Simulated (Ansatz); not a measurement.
# Gap against volume in random wurtzite alloy of AlN and GaN (72 atoms)

The cell holds 72 atoms: 22 Al, 36 N and 14 Ga. Cell: a = 9.445 Å, b = 9.444 Å, c = 10.085 Å, α = 90.0°, β = 90.0°, γ = 120.0°. It derives from AlN (wurtzite) and GaN, repeated 3×3×2. The starting structure: Wurtzite AlN, 3 x 3 x 2 conventional cells, 14 of 36 Al sites given to Ga at random (x = 0.389), lattice by Vegard's rule (a = 3.142 Å, c = 5.061 Å); not relaxed, displaced by a Gaussian of 0.02 Å.

Calculated with Ansatz 0.2.0: Kohn-Sham DFT, PBEsol, PAW (set soft_1), plane waves; cutoff 420 eV, Γ point, fixed occupations. The relaxed cell was scaled evenly and the atoms were relaxed at each volume. The gap is that between the highest filled and the lowest empty Kohn-Sham level on the run's k-points.

```
volume (Å³/atom)  gap (eV)
          9.7378               3.886
          10.171               3.552
          10.495                   ?
          10.820               3.076
          11.144               2.851
          11.469               2.638
```

Task: Fit a straight line in ln V to the rows given and interpolate to the withheld row.

Worked fit:

A volume deformation potential makes the spacing linear in u = ln(V/V0), with V0 = 10.820 Å³ the relaxed volume; v is the spacing.

| u = ln(V/V0) | v (eV) |
| --- | --- |
| -0.105360 | 3.8857 |
| -0.0618746 | 3.5524 |
| 0 | 3.0758 |
| 0.0295589 | 2.8506 |
| 0.0582698 | 2.6381 |

With n = 5: mean u = -0.0158812, mean v = 3.20052, Σ(u − ū)² = 0.017937, Σ(u − ū)(v − v̄) = -0.13708. Slope b = -0.13708 / 0.017937 = -7.6421; intercept a = v̄ − b ū = 3.0792.

At the withheld volume u = -0.03046, and v = a + b u.

Prediction at 10.495: 3.312 eV. The run gave 3.311 eV, so the fit is high by 0.0013 eV (0.040 % of the value).

The slope, -7.64 eV, says that the spacing narrows on expansion. Among the rows given, the largest miss of the fit is at 11.469, by 0.0042 eV (0.34 % of the range of the table).

Limits: The table spans 16 % in volume, wide for a linear law. Semilocal functionals tend to put gaps under measured ones. Only the Γ point is sampled. The mesh needn't hold the band edges.

[Logs are printed without paths, hosts, clocks, repeated set-up lines and the standing remarks that a program may print on its own settings, such as how far it seeks lower states.]

[Hosts, paths, dates, database ids (printed as entryN), source tags and the programs' standing remarks are cut or masked in the printed files.]
